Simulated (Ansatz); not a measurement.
# BaPbS3 (model cell, started as cubic perovskite with Pb in the octahedra): a soft mode frozen in, part 2 of 3

Aim: this structure of BaPbS3 (model cell, started as cubic perovskite with Pb in the octahedra) is to be tested for unstable modes, and one is followed downhill.

Ansatz 0.2.0; DFT PBEsol, scalar-relativistic, plane waves, PAW; PAW set soft_1.

So far, highest frequency on the path or at a solved wavevector (cm⁻¹): step 2 (the dispersion) 325. Also lowest frequency on the path (cm⁻¹): step 2 -103.

The structure was built from a prototype and need not be the compound's stable phase.

## Step 4: The mode frozen in, largest atomic shift 0.6 Å

The atoms are moved along the unstable eigenvector, the largest shift by 0.6 Å, with the cell fixed.

File input.yaml:

```yaml
crystal:
  lattice:
    - [5.1559839981, 5.1559839981, 0.0]
    - [5.1559839981, 0.0, 5.1559839981]
    - [5.1559839981, 0.0, -5.1559839981]
  atoms:
    - { symbol: Ba, position: [0.0, 0.5, 0.5] }
    - { symbol: Ba, position: [0.0, 0.0, 0.0] }
    - { symbol: Pb, position: [0.5, 0.25, 0.75] }
    - { symbol: Pb, position: [0.5, 0.75, 0.25] }
    - { symbol: S, position: [0.5, 0.4418151802, 0.4418151802] }
    - { symbol: S, position: [0.5, 0.0581848198, 0.0581848198] }
    - { symbol: S, position: [0.0, 0.0, 0.5] }
    - { symbol: S, position: [0.0, 0.5, 0.0] }
    - { symbol: S, position: [0.5, 0.5581848198, -0.0581848198] }
    - { symbol: S, position: [0.5, -0.0581848198, 0.5581848198] }
kpoints:
  mp_grid: { grid: [8, 8, 8] }
hamiltonian:
  xc: pbesol
  pseudopotentials: { kind: paw, azcp: { folder: soft_1 }, xc_functional: pbe }
scf:
  occupations: { method: methfessel_paxton, width: 0.2 }
output:
  forces: true
  stress: true
  eigenvalues: true
```

Started as:

```
$ ansatz run input.yaml --threads 4 --pin off --max-ram 16384MiB --backend cpu --events-out ev --progress --plain --runs-dir out
```

Numbers of over 12 decimals in the logs are rounded to 6 here.

Log:

```text
[...]
Crystal: 10 atoms, lattice volume = 274.135 Å³
Basis set: ecut = 420 eV, 5329 PW (Γ), exchange–correlation on 100×100×100 points (8 copies of the dense FFT grid, shifted against one another)
Bands: 52, of which v1, the nominal top of the filled ones, is band 42 counted from 1 (41 counted from 0)
Symmetry: 16 space group operations
[...]
k-points: 59 of 512
[...]
k-point 0: bands = [... 38 lower, 6.0588, 6.1032, 6.1643, 6.4503, 6.4503, 9.5742, 9.5742, 9.6020, ... 6 higher]
  k-point 1: bands = [... 38 lower, 5.9775, 6.0556, 6.2828, 6.3908, 6.4170, 8.9962, 9.7190, 9.8449, ... 6 higher]
  k-point 2: bands = [... 38 lower, 5.9730, 6.0401, 6.2865, 6.3239, 6.4062, 8.1478, 10.1441, 10.2124, ... 6 higher]
  k-point 58: bands = [... 38 lower, 5.8927, 5.9012, 5.9012, 6.3114, 8.0220, 8.3539, 10.2734, 10.2734, ... 6 higher]
[key lines of the parts left out:]
SCF converged after 11 iterations
Free energy (F): -40557.304920 eV
Fermi energy:    6.413385 eV
P = ⅓ Tr σ = -0.6896 GPa (-6.896 kbar)
```

Elapsed: 16 s, on 4 threads of Arm Neoverse V2, shared host; peak memory 1 GiB; 62 s of CPU time.

Numbers from this step:

| Item | Value |
| --- | --- |
| pressure | -0.6896 GPa |
| energy from the undistorted cell | -54.97 meV/atom |

The energy, extrapolated to zero smearing, is -54.97 meV/atom against the undistorted cell.

The run ends at a pressure of -0.69 GPa, with forces up to 0.14 eV/Å.

## Step 5: Energy along the mode, all amplitudes (two of the runs are shown above)

An imaginary frequency means negative curvature, so the energy should fall and then rise again as anharmonic terms take over.

Numbers from this step:

```
depth at the lowest point sampled  : 54.97 meV/atom
largest atomic shift at that point : 0.6 Å
```

The energy from the parent by largest atomic shift:

```tsv
largest atomic shift (Å)	energy from the parent (meV/atom)
0.000	0
0.040	-0.445
0.080	-1.77
0.140	-5.31
0.220	-12.6
0.320	-24.4
0.450	-41.0
0.600	-55.0
```

Displacement at unit largest shift by atom:

```tsv
atom	x (Å)	y (Å)	z (Å)	size
Ba1	0.00	0.00	0.00	0.00
Ba2	0.00	0.00	0.00	0.00
Pb3	0.00	0.00	0.00	0.00
Pb4	0.00	0.00	0.00	0.00
S5	-1.00	0.00	0.00	1.00
S6	1.00	0.00	0.00	1.00
S7	0.00	0.00	0.00	0.00
S8	0.00	0.00	0.00	0.00
S9	0.00	0.00	1.00	1.00
S10	0.00	0.00	-1.00	1.00
```

The lowest of the steps tried is the last one, at 0.6 Å, 55.0 meV/atom below the parent; the bottom of the well need not coincide with a step.

## Step 6: Relaxation from the frozen mode

Starting from the lowest point found, all atoms and the cell are let go, so that strain and other modes of the same symmetry can join in.

input.yaml, as its differences from that of step 4:

```diff
@@ -27 +27,6 @@
   eigenvalues: true
+relax:
+  adjacent_minimum: "off"
+  f_tol: 0.002
+  max_steps: 120
+  cell: { stress_tol: 0.03 }
```

Log:

```text
[...]
Crystal: 10 atoms, lattice volume = 274.135 Å³
Basis set: ecut = 420 eV, 5329 PW (Γ), exchange–correlation on 100×100×100 points (8 copies of the dense FFT grid, shifted against one another)
Bands: 52, of which v1, the nominal top of the filled ones, is band 42 counted from 1 (41 counted from 0)
Symmetry: 16 space group operations
[...]
k-points: 59 of 512
[...]
SCF iter   1: F=—  HF=-40562.226964 eV  |F-HF|=—  |Δ(HF+E_count)|=         —  Δρ=3.64e-2  dr2=1.28e1  ethr=3.10e-3  ⟨swp⟩=12.5  Hψ=17845  notcnv=0
[...]
SCF iter  11: F=-40557.304920 eV  HF=-40557.304920 eV  |F-HF|=2.95e-9  |Δ(HF+E_count)|=   3.11e-8  S|Δr|=    0.00e0  Δρ=1.51e-6  dr2=9.38e-9  ethr=1.19e-10  ⟨swp⟩=20.5  Hψ=22226  notcnv=0
SCF 1 converged in 11 iterations: F = -40557.304920 eV  dr2 = 9.38e-9
[...]
relax step   1: F+E_penalty+E_count = -40557.30491968 eV  Δ(F+E_penalty+E_count) = +0.000e0 eV  max|allowed force component| = 1.395e-1 eV/Å  Δτ_max = 0.0000 Å  P = -0.690 GPa  Ω = 274.135 Å³  (11 SCF iters, dr2 threshold 1.00e-7 eV, accepted)
Crystal: 10 atoms, lattice volume = 267.882 Å³
Basis set: ecut = 420 eV, 5221 PW (Γ), exchange–correlation on 100×100×100 points (8 copies of the dense FFT grid, shifted against one another)
[...]
SCF iter   7: F=-40557.501999 eV  HF=-40557.501999 eV  |F-HF|=1.16e-7  |Δ(HF+E_count)|=   1.43e-6  S|Δr|=    0.00e0  Δρ=7.45e-6  dr2=2.73e-7  ethr=1.19e-9  ⟨swp⟩=12.8  Hψ=16731  notcnv=0
SCF 2 converged in 7 iterations: F = -40557.501999 eV  dr2 = 2.73e-7
relax step   2: F+E_penalty+E_count = -40557.50199936 eV  Δ(F+E_penalty+E_count) = -1.971e-1 eV  max|allowed force component| = 1.179e-1 eV/Å  Δτ_max = 0.1111 Å  P = -0.006 GPa  Ω = 267.882 Å³  energy of the carried Pulay correction = +7.914e-4 eV  (7 SCF iters, dr2 threshold 1.00e-6 eV, accepted)
Crystal: 10 atoms, lattice volume = 269.730 Å³
Basis set: ecut = 420 eV, 5343 PW (Γ), exchange–correlation on 100×100×100 points (8 copies of the dense FFT grid, shifted against one another)
[...]
SCF iter   7: F=-40557.609864 eV  HF=-40557.609864 eV  |F-HF|=6.04e-7  |Δ(HF+E_count)|=   1.57e-6  S|Δr|=    0.00e0  Δρ=1.48e-5  dr2=9.52e-7  ethr=1.19e-9  ⟨swp⟩=11.1  Hψ=19353  notcnv=0
SCF 3 converged in 7 iterations: F = -40557.609864 eV  dr2 = 9.52e-7
[...]
relax step   3: F+E_penalty+E_count = -40557.60986416 eV  Δ(F+E_penalty+E_count) = -1.079e-1 eV  max|allowed force component| = 2.421e-2 eV/Å  Δτ_max = 0.1970 Å  P = -0.748 GPa  Ω = 269.730 Å³  energy of the carried Pulay correction = +5.556e-4 eV  (7 SCF iters, dr2 threshold 1.00e-6 eV, accepted)
[... from here on, the SCF cycles and remarks between the steps are left out ...]
relax step   4: F+E_penalty+E_count = -40557.59895105 eV  Δ(F+E_penalty+E_count) = +1.091e-2 eV  max|allowed force component| = 1.244e-1 eV/Å  Δτ_max = 0.1178 Å  P = +1.722 GPa  Ω = 259.513 Å³  energy of the carried Pulay correction = +1.880e-3 eV  (7 SCF iters, dr2 threshold 1.00e-6 eV, rejected (line search))
relax step   5: F+E_penalty+E_count = -40557.62775112 eV  Δ(F+E_penalty+E_count) = -1.789e-2 eV  max|allowed force component| = 1.121e-2 eV/Å  Δτ_max = 0.0576 Å  P = -0.025 GPa  Ω = 266.573 Å³  energy of the carried Pulay correction = +9.594e-4 eV  (10 SCF iters, accepted)
relax step   6: F+E_penalty+E_count = -40557.63305556 eV  Δ(F+E_penalty+E_count) = -5.304e-3 eV  max|allowed force component| = 6.762e-2 eV/Å  Δτ_max = 0.0332 Å  P = +0.165 GPa  Ω = 266.161 Å³  energy of the carried Pulay correction = +1.012e-3 eV  (7 SCF iters, dr2 threshold 5.43e-8 eV, accepted)
relax step   7: F+E_penalty+E_count = -40557.68673912 eV  Δ(F+E_penalty+E_count) = -5.368e-2 eV  max|allowed force component| = 3.426e-1 eV/Å  Δτ_max = 0.0784 Å  P = +0.603 GPa  Ω = 265.854 Å³  energy of the carried Pulay correction = +1.052e-3 eV  (8 SCF iters, dr2 threshold 2.86e-7 eV, accepted)
relax step   8: F+E_penalty+E_count = -40558.27375479 eV  Δ(F+E_penalty+E_count) = -5.870e-1 eV  max|allowed force component| = 1.102e0 eV/Å  Δτ_max = 0.1958 Å  P = +1.317 GPa  Ω = 267.237 Å³  energy of the carried Pulay correction = +8.740e-4 eV  (8 SCF iters, dr2 threshold 1.00e-6 eV, accepted)
relax step   9: F+E_penalty+E_count = -40558.67331180 eV  Δ(F+E_penalty+E_count) = -3.996e-1 eV  max|allowed force component| = 1.300e0 eV/Å  Δτ_max = 0.0772 Å  P = -0.780 GPa  Ω = 280.688 Å³  energy of the carried Pulay correction = -8.102e-4 eV  (7 SCF iters, dr2 threshold 1.00e-6 eV, accepted)
relax step  10: F+E_penalty+E_count = -40558.96401848 eV  Δ(F+E_penalty+E_count) = -2.907e-1 eV  max|allowed force component| = 9.408e-1 eV/Å  Δτ_max = 0.0707 Å  P = -0.663 GPa  Ω = 283.950 Å³  energy of the carried Pulay correction = -1.206e-3 eV  (6 SCF iters, dr2 threshold 1.00e-6 eV, accepted)
relax step  11: F+E_penalty+E_count = -40559.08791046 eV  Δ(F+E_penalty+E_count) = -1.239e-1 eV  max|allowed force component| = 1.000e-1 eV/Å  Δτ_max = 0.0542 Å  P = -0.224 GPa  Ω = 285.568 Å³  energy of the carried Pulay correction = -1.401e-3 eV  (6 SCF iters, dr2 threshold 1.00e-6 eV, accepted)
relax step  12: F+E_penalty+E_count = -40559.08989859 eV  Δ(F+E_penalty+E_count) = -1.988e-3 eV  max|allowed force component| = 1.760e-4 eV/Å  Δτ_max = 0.0038 Å  P = +0.046 GPa  Ω = 284.399 Å³  energy of the carried Pulay correction = -1.261e-3 eV  (6 SCF iters, dr2 threshold 6.25e-7 eV, accepted)
relax step  13: F+E_penalty+E_count = -40559.08989705 eV  Δ(F+E_penalty+E_count) = +1.543e-6 eV  max|allowed force component| = 7.121e-5 eV/Å  Δτ_max = 0.0005 Å  P = -0.007 GPa  Ω = 284.753 Å³  energy of the carried Pulay correction = -1.303e-3 eV  (6 SCF iters, dr2 threshold 5.76e-9 eV, accepted)
relax step  14: F+E_penalty+E_count = -40559.10105671 eV  Δ(F+E_penalty+E_count) = -1.116e-2 eV  max|allowed force component| = 9.134e-4 eV/Å  Δτ_max = 0.0000 Å  P = +0.043 GPa  Ω = 284.753 Å³  stress off target by 1.48e-1 GPa  SCF on the basis re-selected at this cell (its energy is not comparable with the rows above)  (7 SCF iters)
relax step  15: F+E_penalty+E_count = -40559.10119702 eV  Δ(F+E_penalty+E_count) = -1.403e-4 eV  max|allowed force component| = 2.270e-3 eV/Å  Δτ_max = 0.0000 Å  P = +0.004 GPa  Ω = 284.974 Å³  energy of the carried Pulay correction = -4.005e-5 eV  (5 SCF iters, dr2 threshold 5.47e-8 eV, accepted)
relax step  16: F+E_penalty+E_count = -40559.10119578 eV  Δ(F+E_penalty+E_count) = +1.246e-6 eV  max|allowed force component| = 4.730e-5 eV/Å  Δτ_max = 0.0001 Å  P = +0.000 GPa  Ω = 284.985 Å³  energy of the carried Pulay correction = -4.208e-5 eV  (5 SCF iters, dr2 threshold 3.22e-10 eV, accepted)
[...]
SCF iter   5: F=-40559.101234 eV  HF=-40559.101234 eV  |F-HF|=1.46e-11  |Δ(HF+E_count)|=  4.37e-11  S|Δr|=    0.00e0  Δρ=3.25e-8  dr2=1.03e-11  ethr=1.00e-12  ⟨swp⟩=10.8  Hψ=14321  notcnv=0
SCF 17 converged in 5 iterations: F = -40559.101234 eV  dr2 = 1.03e-11
relax step  17: F+E_penalty+E_count = -40559.10123420 eV  Δ(F+E_penalty+E_count) = -3.842e-5 eV  max|allowed force component| = 5.321e-5 eV/Å  Δτ_max = 0.0000 Å  P = +0.000 GPa  Ω = 284.985 Å³  stress off target by 1.25e-4 GPa  SCF on the basis re-selected at this cell (its energy is not comparable with the rows above)  (5 SCF iters)
[...]
SCF converged after 5 iterations
[...]
Free energy (F): -40559.101234 eV
[...]
Internal energy: -40559.109571 eV  (E = F + TS)
E sigma→0 (E₀):  -40559.103318 eV
Entropy (-TS):   0.008337 eV (0.834 meV/atom)
Fermi energy:    7.721702 eV
[...]
--- Forces (eV/Å), atoms counted from 1 ---
  atom   1  Ba     0.00000000     0.00000000     0.00000000
  atom   2  Ba     0.00000000     0.00000000     0.00000000
  atom   3  Pb     0.00000000    -0.00000000     0.00000000
  atom   4  Pb     0.00000000    -0.00000000    -0.00000000
  atom   5  S     -0.00005321     0.00000000     0.00000000
  atom   6  S      0.00005321     0.00000000     0.00000000
  atom   7  S     -0.00000000     0.00000000    -0.00000000
  atom   8  S     -0.00000000     0.00000000    -0.00000000
  atom   9  S      0.00000000    -0.00000000     0.00005321
  atom  10  S      0.00000000     0.00000000    -0.00005321
  max |Σ_I F_I| component: 8.67e-19 eV/Å
--- Stress (GPa, compression-positive) ---
       -0.000002       0.000000       0.000000
        0.000000       0.000125       0.000000
        0.000000       0.000000      -0.000002
  P = ⅓ Tr σ = 0.0000 GPa (0.000 kbar)
--- Band table (eV; the first three rows and the last of 59) ---
  k-point 0: bands = [... 38 lower, 5.9737, 5.9737, 6.1692, 7.8467, 7.8467, 8.1545, 8.7910, 9.1596, ... 6 higher]
  k-point 1: bands = [... 38 lower, 5.9359, 5.9838, 6.0261, 7.4396, 7.9945, 8.2047, 9.0408, 9.2717, ... 6 higher]
  k-point 2: bands = [... 38 lower, 5.8179, 5.8729, 5.9725, 6.7780, 8.1879, 8.2152, 9.4231, 9.5426, ... 6 higher]
  k-point 58: bands = [... 38 lower, 5.9334, 5.9334, 6.8013, 7.6029, 8.0228, 8.0228, 8.8291, 9.0114, ... 6 higher]
--- Relaxed structure (15 steps of the walk, 14 accepted, 2 SCFs on fresh bases) ---
  F+E_penalty+E_count = -40559.10123420 eV   max|allowed force component| = 5.321e-5 eV/Å   (the final SCF, on the basis selected at the relaxed cell)
  cell:  # Å, volume = 284.9855 Å³
    - [4.913972, 5.901023, 0]
    - [4.913972, 0, 4.913972]
    - [4.913972, 0, -4.913972]
  atoms:
    - { symbol: Ba, position: [0, 0.5, 0.5] }
    - { symbol: Ba, position: [0, -2.6912600479430056e-19, -2.6919171740687396e-19] }
    - { symbol: Pb, position: [0.5, 0.25, 0.75] }
    - { symbol: Pb, position: [0.5, 0.750000, 0.250000] }
    - { symbol: S, position: [0.5, 0.356534, 0.356534] }
    - { symbol: S, position: [0.5, 0.143466, 0.143466] }
    - { symbol: S, position: [0, 0.0, 0.5] }
    - { symbol: S, position: [0, 0.5, 0.0] }
    - { symbol: S, position: [0.5, 0.643466, -0.143466] }
    - { symbol: S, position: [0.5, -0.143466, 0.643466] }
```

The job ended after 3.7 min (4 threads; peak memory 1.1 GiB).

Step by step:

```tsv
step	energy less that of the first step (eV)	largest force component (eV/Å)	pressure (GPa)	volume (Å³)
1	0.0000	0.1395	-0.69	274.14
2	-0.1971	0.1179	-0.01	267.88
3	-0.3049	0.0242	-0.75	269.73
4	-0.2940	0.1244	1.72	259.51
5	-0.3228	0.0112	-0.03	266.57
6	-0.3281	0.0676	0.17	266.16
7	-0.3818	0.3426	0.60	265.85
8	-0.9688	1.1019	1.32	267.24
9	-1.3684	1.2997	-0.78	280.69
10	-1.6591	0.9408	-0.66	283.95
11	-1.7830	0.1000	-0.22	285.57
12	-1.7850	0.0002	0.05	284.40
13	-1.7850	0.0001	-0.01	284.75
14*	-1.7961	0.0009	0.04	284.75
15	-1.7963	0.0023	0.00	284.97
16	-1.7963	0.0000	0.00	284.99
17*	-1.7963	0.0001	0.00	284.99
```

Relaxation steps marked * repeat the geometry before them on a plane-wave basis chosen anew for their cell, so energy and pressure can jump there. Relaxation step 4 was tried and not accepted.

Forces are held to the 16 operations that the run works with; a distortion that breaks them can't arise in this run.

```tsv
cell as run	before	after	change
a (Å)	7.292	7.679	+5.3 %
b (Å)	7.292	6.949	-4.7 %
c (Å)	7.292	6.949	-4.7 %
β (°)	60.00	63.10	+5.2 %
γ (°)	60.00	63.10	+5.2 %
volume (Å³/atom)	27.41	28.50	+4.0 %
```

The atoms that moved most (Å, as changes of fractional coordinates times the final cell):

```tsv
atom	dx	dy	dz	length
S6	0.838	0.000	0.000	0.838
S10	0.000	0.000	-0.838	0.838
S9	0.000	0.000	0.838	0.838
S5	-0.838	0.000	0.000	0.838
```

Numbers from this step:

```yaml
pressure: 4.01e-5 GPa
volume_per_atom: 28.50 Å³
```

The distorted start has space group I4/mcm; the relaxation ends in I4/mcm.

## Step 7: The new phase in its own primitive cell

The relaxed structure is symmetrised, reduced to its primitive cell and relaxed tightly, as its phonons need.

input.yaml, the sections that differ from step 6:

```yaml
crystal:
  lattice:
    - [-3.4747030716, 3.4747030716, 5.9010232179]
    - [3.4747030716, -3.4747030716, 5.9010232179]
    - [3.4747030716, 3.4747030716, -5.9010232179]
  atoms:
    - { symbol: Ba, position: [0.25, 0.75, 0.5] }
    - { symbol: Ba, position: [0.75, 0.25, 0.5] }
    - { symbol: Pb, position: [0.0, 0.0, 0.0] }
    - { symbol: Pb, position: [0.5, 0.5, 0.0] }
    - { symbol: S, position: [0.3934656124, 0.8934656124, 0.2869312248] }
    - { symbol: S, position: [0.6065343876, 0.1065343876, 0.7130687752] }
    - { symbol: S, position: [0.25, 0.25, 0.0] }
    - { symbol: S, position: [0.75, 0.75, 0.0] }
    - { symbol: S, position: [0.8934656124, 0.6065343876, 0.5] }
    - { symbol: S, position: [0.1065343876, 0.3934656124, 0.5] }
relax:
  adjacent_minimum: "off"
  f_tol: 0.001
  max_steps: 60
  cell: { stress_tol: 0.01 }
# kpoints, hamiltonian, scf, output: as in step 6
```

Log:

```text
[...]
Crystal: 10 atoms, lattice volume = 284.985 Å³
Basis set: ecut = 420 eV, 5583 PW (Γ), exchange–correlation on 108×108×108 points (8 copies of the dense FFT grid, shifted against one another)
Bands: 52, of which v1, the nominal top of the filled ones, is band 42 counted from 1 (41 counted from 0)
Symmetry: 16 space group operations
[...]
k-points: 59 of 512
[...]
- { symbol: Ba, position: [0.75, 0.250000, 0.5] }
    - { symbol: Pb, position: [0.0, 0.0, 0.0] }
    - { symbol: Pb, position: [0.5, 0.5, 0.0] }
    - { symbol: S, position: [0.3934656124, 0.8934656124, 0.2869312248] }
    - { symbol: S, position: [0.6065343876, 0.106534, 0.7130687752] }
    - { symbol: S, position: [0.25, 0.25, 0.0] }
    - { symbol: S, position: [0.75, 0.75, 0.0] }
    - { symbol: S, position: [0.8934656124, 0.6065343876, 0.5] }
    - { symbol: S, position: [0.106534, 0.393466, 0.5] }
[key lines of the parts left out:]
SCF converged after 7 iterations
Free energy (F): -40559.101234 eV
Fermi energy:    7.721703 eV
P = ⅓ Tr σ = 0.0000 GPa (0.000 kbar)
```

Wall time 37 s (4 threads); peak memory 1.1 GiB.

Little changed from the start: no atom moved by 0.005 Å and no cell edge by 0.1 %.

This step gave:

```yaml
pressure: 4.06e-5 GPa
```

The largest force component left is 0.038 meV/Å and the pressure is 0.000 GPa, within the tolerances set. The cell now holds 28.50 Å³/atom.

(Continued in part 3 of 3.)

[Logs are printed without paths, hosts, clocks, repeated set-up lines and the standing remarks that a program may print on its own settings, such as how far it seeks lower states.]

[Hosts, paths, dates, database ids (printed as entryN), source tags and the programs' standing remarks are cut or masked in the printed files.]
